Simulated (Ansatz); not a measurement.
In doubt: masses and optical values from hybrid runs of this build are listed as unsure (in some of the runs), which bears on the screening that GW takes from such a start.

The crystal is LiCl (Fm-3m).

```yaml
crystal:
  lattice:
    - [0.00000, 2.57150, 2.57150]
    - [2.57150, 0.00000, 2.57150]
    - [2.57150, 2.57150, 0.00000]
  atoms:
    - { symbol: Li, position: [0.00000, 0.00000, 0.00000] }
    - { symbol: Cl, position: [0.50000, 0.50000, 0.50000] }
```

The cell and positions come from the Crystallography Open Database and are kept as given unless a step says otherwise.

Gaps computed with Ansatz 0.2.0 without a self-energy: HSE06 7.67 eV, r2SCAN 7.18 eV and PBE0 8.39 eV.

Question: What gap should G0W0 on HSE06 give (6×6×6 mesh, 101 empty bands, screening to 120 eV, PAW set soft_1 files)?

About 9.33 eV: on its mesh the run moves the gap from 7.68 eV by +1.66 eV. Among the scalar-relativistic levels given, PBE0 is nearest (−0.94 eV). Bands and cutoff are finite, so the gap is not at the basis limit. The miss can reach some tenths of an eV and take either sign; the mesh is an error of its own.

[Paths, hosts, dates, memory and timing lines, banners, echoed tables and standing remarks are left out of the program output.]

[Logs are printed without paths, hosts, clocks, repeated set-up lines and the standing remarks that a program may print on its own settings, such as how far it seeks lower states.]

[Runs of the session that timed out or met a known fault of the program may be left out.]

[Cells called generated may have been cut or substituted from an entry of the Crystallography Open Database or the Materials Project.]

[Hosts, paths, dates, database ids (printed as entryN), source tags and the programs' standing remarks are cut or masked in the printed files.]
